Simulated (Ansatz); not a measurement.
# Cs on Cu(110): change of the work function, part 3 of 4

Aim: the work function of Cu(110) at several coverages of Cs (hollow site), and the dipole that each adsorbate carries.

Ansatz 0.2.0; plane-wave DFT, PBE, Ansatz PAW.

So far, work function, upper face (eV): step 2 (the clean slab) 4.43; step 3 (37 atoms, coverage 0.111 ML, cell 3x3) 2.28.

### Step 4. The covered slab, k-mesh 6×6×1, coverage 0.25 ML

System of this step: Cs/Cu(110). The cell holds 17 atoms: 16 Cu and 1 Cs. Its edges and angles: a = 7.220 Å, b = 5.105 Å, c = 24.975 Å, α = 90.0°, β = 90.0°, γ = 90.0°. Vacuum lies along c.

Another coverage, to see how the dipoles act on each other as their distance changes.

input.yaml reads:

```yaml
crystal:
  lattice:
    - [7.22, 0.0, 0.0]
    - [0.0, 5.1053109602, 0.0]
    - [0.0, 0.0, 24.9749059877]
  atoms:
    - { symbol: Cu, position: [0.25, 0.25, 0.3603617169] }
    - { symbol: Cu, position: [0.0, 0.0, 0.4114661231] }
    - { symbol: Cu, position: [0.25, 0.25, 0.4656151931] }
    - { symbol: Cu, position: [0.0, 0.0, 0.5123158761] }
    - { symbol: Cu, position: [0.25, 0.75, 0.3603617169] }
    - { symbol: Cu, position: [0.0, 0.5, 0.4114661231] }
    - { symbol: Cu, position: [0.25, 0.75, 0.4656151931] }
    - { symbol: Cu, position: [0.0, 0.5, 0.5123158761] }
    - { symbol: Cu, position: [0.75, 0.25, 0.3603617169] }
    - { symbol: Cu, position: [0.5, 0.0, 0.4114661231] }
    - { symbol: Cu, position: [0.75, 0.25, 0.4656151931] }
    - { symbol: Cu, position: [0.5, 0.0, 0.5123158761] }
    - { symbol: Cu, position: [0.75, 0.75, 0.3603617169] }
    - { symbol: Cu, position: [0.5, 0.5, 0.4114661231] }
    - { symbol: Cu, position: [0.75, 0.75, 0.4656151931] }
    - { symbol: Cu, position: [0.5, 0.5, 0.5123158761] }
    - { symbol: Cs, position: [0.25, 0.25, 0.6396382831] }
kpoints:
  mp_grid: { grid: [6, 6, 1] }
hamiltonian:
  xc: pbe
scf:
  occupations: { method: fermi_dirac, width: 0.1 }
  convergence: { dr2_threshold: 1.0e-08 }
efield:
  axis: 3
  dipole_correction: true
  ramp_position: 0.97
  ramp_width: 0.06
relax:
  f_tol: 0.02
  max_steps: 60
  constraints: [{ sites: [0, 1, 4, 5, 8, 9, 12, 13] }]
output:
  dos: { projected: true, e_range: [-8, 4] }
  write_potential: true
  write_density: true
  volumetric_format: npy
  elf: true
```

The run is started by

```
$ ansatz run input.yaml --threads 4 --pin off --max-ram 16384MiB --backend cpu --events-out ev --progress --plain --runs-dir out
```

Numbers of over 12 decimals in the logs are rounded to 6 here.

Output:

```text
[...]
Crystal: 17 atoms, lattice volume = 920.584 Å³
Basis set: ecut = 420 eV, 18003 PW (Γ), exchange–correlation on 100×72×360 points (8 copies of the dense FFT grid, shifted against one another)
Bands: 188, of which v1, the nominal top of the filled ones, is band 157 counted from 1 (156 counted from 0)
Symmetry: 4 space group operations
[...]
k-points: 16 of 36
[...]
SCF iter   1: F=—  HF=-111667.399690 eV  |F-HF|=—  |Δ(HF+E_count)|=         —  Δρ=5.29e-3  dr2=6.36e0  ethr=1.77e-3  p=0.724 e·Å  D=1.42e-1 V/Å  ΔV_dip=-3.55 eV  dr2_dipole=3.82e0  V_vac-E_F(+/−)=0.99/4.55 eV  ⟨swp⟩=10.9  Hψ=14450  notcnv=0  defer=68
[...]
SCF iter  15: F=-111667.129092 eV  HF=-111667.129092 eV  |F-HF|=5.37e-8  |Δ(HF+E_count)|=   3.39e-8  Δρ=1.01e-6  dr2=9.28e-9  ethr=3.19e-12  p=0.565 e·Å  D=1.11e-1 V/Å  ΔV_dip=-2.77 eV  dr2_dipole=7.86e-10  V_vac-E_F(+/−)=1.66/4.44 eV  ⟨swp⟩=15.9  Hψ=23377  notcnv=0
SCF 1 converged in 15 iterations: F = -111667.129092 eV  dr2 = 9.28e-9
[...]
relax step   1: F+E_penalty+E_count = -111667.12909172 eV  Δ(F+E_penalty+E_count) = +0.000e0 eV  max|allowed force component| = 4.693e-1 eV/Å  Δτ_max = 0.0000 Å  (15 SCF iters, accepted)
[...]
SCF iter  12: F=-111667.168913 eV  HF=-111667.168913 eV  |F-HF|=1.51e-9  |Δ(HF+E_count)|=   1.92e-8  Δρ=2.59e-7  dr2=1.43e-9  ethr=3.19e-12  p=0.579 e·Å  D=1.14e-1 V/Å  ΔV_dip=-2.84 eV  dr2_dipole=2.76e-10  V_vac-E_F(+/−)=1.60/4.44 eV  ⟨swp⟩=6.4  Hψ=18573  notcnv=0
SCF 2 converged in 12 iterations: F = -111667.168913 eV  dr2 = 1.43e-9
relax step   2: F+E_penalty+E_count = -111667.16891349 eV  Δ(F+E_penalty+E_count) = -3.982e-2 eV  max|allowed force component| = 4.314e-1 eV/Å  Δτ_max = 0.0847 Å  (12 SCF iters, accepted)
SCF iter   1: F=—  HF=-111667.250776 eV  |F-HF|=—  |Δ(HF+E_count)|=         —  Δρ=1.44e-3  dr2=2.20e-2  ethr=6.91e-5  p=0.579 e·Å  D=1.14e-1 V/Å  ΔV_dip=-2.84 eV  dr2_dipole=4.24e-4  V_vac-E_F(+/−)=1.61/4.45 eV  ⟨swp⟩=5.3  Hψ=7680  notcnv=0  defer=161
[...]
SCF iter  12: F=-111667.245989 eV  HF=-111667.245989 eV  |F-HF|=4.32e-8  |Δ(HF+E_count)|=   1.08e-8  Δρ=8.10e-7  dr2=6.12e-9  ethr=3.19e-12  p=0.613 e·Å  D=1.21e-1 V/Å  ΔV_dip=-3.01 eV  dr2_dipole=6.51e-11  V_vac-E_F(+/−)=1.43/4.44 eV  ⟨swp⟩=12.7  Hψ=22834  notcnv=0
SCF 3 converged in 12 iterations: F = -111667.245989 eV  dr2 = 6.12e-9
[...]
relax step   3: F+E_penalty+E_count = -111667.24598867 eV  Δ(F+E_penalty+E_count) = -7.708e-2 eV  max|allowed force component| = 2.763e-1 eV/Å  Δτ_max = 0.1963 Å  (12 SCF iters, accepted)
[...]
relax step   4: F+E_penalty+E_count = -111667.28155366 eV  Δ(F+E_penalty+E_count) = -3.556e-2 eV  max|allowed force component| = 3.824e-2 eV/Å  Δτ_max = 0.1948 Å  (11 SCF iters, accepted)
[...]
relax step   5: F+E_penalty+E_count = -111667.28433660 eV  Δ(F+E_penalty+E_count) = -2.783e-3 eV  max|allowed force component| = 4.211e-2 eV/Å  Δτ_max = 0.0460 Å  (11 SCF iters, accepted)
SCF iter   1: F=—  HF=-111667.286216 eV  |F-HF|=—  |Δ(HF+E_count)|=         —  Δρ=6.24e-4  dr2=1.79e-3  ethr=4.90e-6  p=0.626 e·Å  D=1.23e-1 V/Å  ΔV_dip=-3.07 eV  dr2_dipole=7.39e-9  V_vac-E_F(+/−)=1.37/4.45 eV  ⟨swp⟩=2.9  Hψ=6411  notcnv=0  defer=194
[...]
SCF iter   9: F=-111667.284990 eV  HF=-111667.284990 eV  |F-HF|=2.52e-9  |Δ(HF+E_count)|=   1.13e-8  Δρ=3.17e-7  dr2=9.01e-10  ethr=3.19e-12  p=0.626 e·Å  D=1.23e-1 V/Å  ΔV_dip=-3.07 eV  dr2_dipole=6.97e-12  V_vac-E_F(+/−)=1.37/4.45 eV  ⟨swp⟩=11.3  Hψ=19498  notcnv=0
SCF 6 converged in 9 iterations: F = -111667.284990 eV  dr2 = 9.01e-10
relax step   6: F+E_penalty+E_count = -111667.28499038 eV  Δ(F+E_penalty+E_count) = -6.538e-4 eV  max|allowed force component| = 2.611e-3 eV/Å  Δτ_max = 0.0172 Å  (9 SCF iters, accepted)
[...]
WARN: The output density's exchange-correlation potential varies sharply where the density is thin. Do not read a vacuum level from v_tot or v_xc, or from such a field of the output density. On a cell that repeats whose density bears no net charge and no dipole along the vacuum's axis use v_es (v_loc + v_h of the components); under efield.dipole_correction with no amplitude use v_es + v_field, which holds any externa [...]
SCF converged after 9 iterations
Free energy (F): -111667.284990 eV
[...]
Internal energy: -111667.055646 eV  (E = F + TS)
E sigma→0 (E₀):  -111667.170318 eV
Entropy (-TS):   -0.229344 eV (-13.491 meV/atom)
Fermi energy:    1.689367 eV
Dipole field:    D = 0.123049 V/Å  (p = 0.626008 e·Å, saw-weighted, corrected)
Work function:   Φ+ = 1.3748 eV   Φ− = 4.4480 eV
[...]
--- Forces (eV/Å), atoms counted from 1 ---
  atom   1  Cu     0.00000000     0.00000000     0.44457358
  atom   2  Cu     0.12288348     0.00471989    -0.40750180
  atom   3  Cu     0.00000000     0.00000000    -0.00261091
  atom   4  Cu    -0.00015984    -0.00181294     0.00080437
  atom   5  Cu     0.00000000     0.00000000     0.47506634
  atom   6  Cu     0.12288348    -0.00471989    -0.40750180
  atom   7  Cu     0.00000000     0.00000000    -0.00114199
  atom   8  Cu    -0.00015984     0.00181294     0.00080437
  atom   9  Cu     0.00000000     0.00000000     0.36101719
  atom  10  Cu    -0.12288348     0.00471989    -0.40750180
  atom  11  Cu     0.00000000     0.00000000    -0.00160089
  atom  12  Cu     0.00015984    -0.00181294     0.00080437
  atom  13  Cu     0.00000000     0.00000000     0.34983004
  atom  14  Cu    -0.12288348    -0.00471989    -0.40750180
  atom  15  Cu     0.00000000     0.00000000     0.00242692
  atom  16  Cu     0.00015984     0.00181294     0.00080437
  atom  17  Cs     0.00000000     0.00000000    -0.00078612
  max |Σ_I F_I| component: 1.55e-5 eV/Å
--- Band table (eV; the first three rows and the last of 16) ---
  k-point 0: bands = [... 153 lower, 0.7372, 0.7445, 1.7459, 1.7675, 2.0148, 2.2448, 2.3090, 2.6029, ... 27 higher]
  k-point 1: bands = [... 153 lower, 0.8932, 1.0129, 1.0970, 1.3013, 1.7465, 1.8067, 2.1668, 2.7982, ... 27 higher]
  k-point 2: bands = [... 153 lower, 0.3844, 1.0816, 1.1265, 1.3352, 1.6215, 1.6570, 2.5377, 2.9182, ... 27 higher]
  k-point 15: bands = [... 153 lower, 0.5818, 0.5863, 0.6156, 2.4944, 2.7078, 2.7137, 2.8136, 3.4201, ... 27 higher]
--- Relaxed structure (6 steps of the walk, 6 accepted, 0 SCFs on fresh bases) ---
  F+E_penalty+E_count = -111667.28499038 eV   max|allowed force component| = 2.611e-3 eV/Å
  atoms:
    - { symbol: Cu, position: [0.25, 0.25, 0.3603617169] }
    - { symbol: Cu, position: [0.0, 0.0, 0.411466] }
    - { symbol: Cu, position: [0.25, 0.25, 0.467542] }
    - { symbol: Cu, position: [-0.00784812, -0.00138738, 0.512607] }
    - { symbol: Cu, position: [0.25, 0.750000, 0.3603617169] }
    - { symbol: Cu, position: [0.0, 0.5, 0.411466] }
    - { symbol: Cu, position: [0.25, 0.750000, 0.468369] }
    - { symbol: Cu, position: [-0.00784812, 0.501387, 0.512607] }
    - { symbol: Cu, position: [0.750000, 0.25, 0.3603617169] }
    - { symbol: Cu, position: [0.5, 0.0, 0.411466] }
    - { symbol: Cu, position: [0.750000, 0.25, 0.464455] }
    - { symbol: Cu, position: [0.507848, -0.00138738, 0.512607] }
    - { symbol: Cu, position: [0.750000, 0.750000, 0.3603617169] }
    - { symbol: Cu, position: [0.5, 0.5, 0.411466] }
    - { symbol: Cu, position: [0.750000, 0.750000, 0.463774] }
    - { symbol: Cu, position: [0.507848, 0.501387, 0.512607] }
    - { symbol: Cs, position: [0.25, 0.25, 0.618887] }
```

Run time: 12 min. Hardware: 4 threads of Arm Neoverse V1, shared host; peak memory 4.8 GiB.

Step by step:

| step | energy less that of the first step (eV) | largest force component (eV/Å) |
| --- | --- | --- |
| 1 | 0.0000 | 0.4693 |
| 2 | -0.0398 | 0.4314 |
| 3 | -0.1169 | 0.2763 |
| 4 | -0.1525 | 0.0382 |
| 5 | -0.1552 | 0.0421 |
| 6 | -0.1559 | 0.0026 |

The run keeps the 4 symmetry operations that it works with, so distortions that break them were not tested.

The atoms that moved most (Å):

```csv
atom,dx,dy,dz,length
Cs17,0.000,0.000,-0.518,0.518
Cu7,0.000,0.000,0.069,0.069
Cu8,-0.057,0.007,0.007,0.058
Cu4,-0.057,-0.007,0.007,0.058
Cu12,0.057,-0.007,0.007,0.058
Cu16,0.057,0.007,0.007,0.058
Cu3,0.000,0.000,0.048,0.048
Cu15,0.000,0.000,-0.046,0.046
```

Final coordinates:

```xyz
17
Lattice="7.2200 0.0000 0.0000 0.0000 5.1053 0.0000 0.0000 0.0000 24.9749" Properties=species:S:1:pos:R:3
Cu    1.8050    1.2763    9.0000
Cu    0.0000    0.0000   10.2763
Cu    1.8050    1.2763   11.6768
Cu   -0.0567   -0.0071   12.8023
Cu    1.8050    3.8290    9.0000
Cu    0.0000    2.5527   10.2763
Cu    1.8050    3.8290   11.6975
Cu   -0.0567    2.5597   12.8023
Cu    5.4150    1.2763    9.0000
Cu    3.6100    0.0000   10.2763
Cu    5.4150    1.2763   11.5997
Cu    3.6667   -0.0071   12.8023
Cu    5.4150    3.8290    9.0000
Cu    3.6100    2.5527   10.2763
Cu    5.4150    3.8290   11.5827
Cu    3.6667    2.5597   12.8023
Cs    1.8050    1.2763   15.4566
```

Numbers from this step:

* energy at zero smearing: -111667.1703 eV
* work function, upper face: 1.375 eV
* work function, lower face: 4.448 eV
* dipole along the normal: 0.6260 e·Å
* step between the vacuum levels: -3.073 eV

Running mean over 1.276 Å of the planar mean; the ramp of the sawtooth is left out. Electron's electrostatic potential energy less the Fermi level against z:

```
z (Å)  electron's electrostatic potential energy less the Fermi level (eV)
  3.5                                                                 4.45
  4.0                                                                 4.45
  4.5                                                                 4.45
  5.0                                                                 4.45
  5.5                                                                 4.44
  6.0                                                                 4.43
  6.5                                                                 4.37
  7.0                                                                 4.20
  7.5                                                                 3.58
  8.0                                                                0.989
  8.5                                                                -3.80
  9.0                                                                -7.50
  9.5                                                                -8.48
 10.0                                                                -8.62
 10.5                                                                -8.27
 11.0                                                                -8.08
 11.5                                                                -8.70
 12.0                                                                -9.69
 12.5                                                                -9.39
 13.0                                                                -6.84
 13.5                                                                -2.28
 14.0                                                                 1.17
 14.5                                                                 1.03
 15.0                                                               -0.410
 15.5                                                                -1.31
 16.0                                                                -1.01
 16.5                                                              -0.0358
 17.0                                                                0.818
 17.5                                                                 1.16
 18.0                                                                 1.27
 18.5                                                                 1.32
 19.0                                                                 1.34
 19.5                                                                 1.36
 20.0                                                                 1.37
 20.5                                                                 1.37
 21.0                                                                 1.37
 21.5                                                                 1.37
```

[end of part 3 of 4]

[Logs are printed without paths, hosts, clocks, repeated set-up lines and the standing remarks that a program may print on its own settings, such as how far it seeks lower states.]

[Hosts, paths, dates, database ids (printed as entryN), source tags and the programs' standing remarks are cut or masked in the printed files.]

[Maps of the electrostatic potential energy from Ansatz leave out the sawtooth potential of an applied field or a dipole correction, so their vacuum need not be flat; planar profiles and work functions include it.]
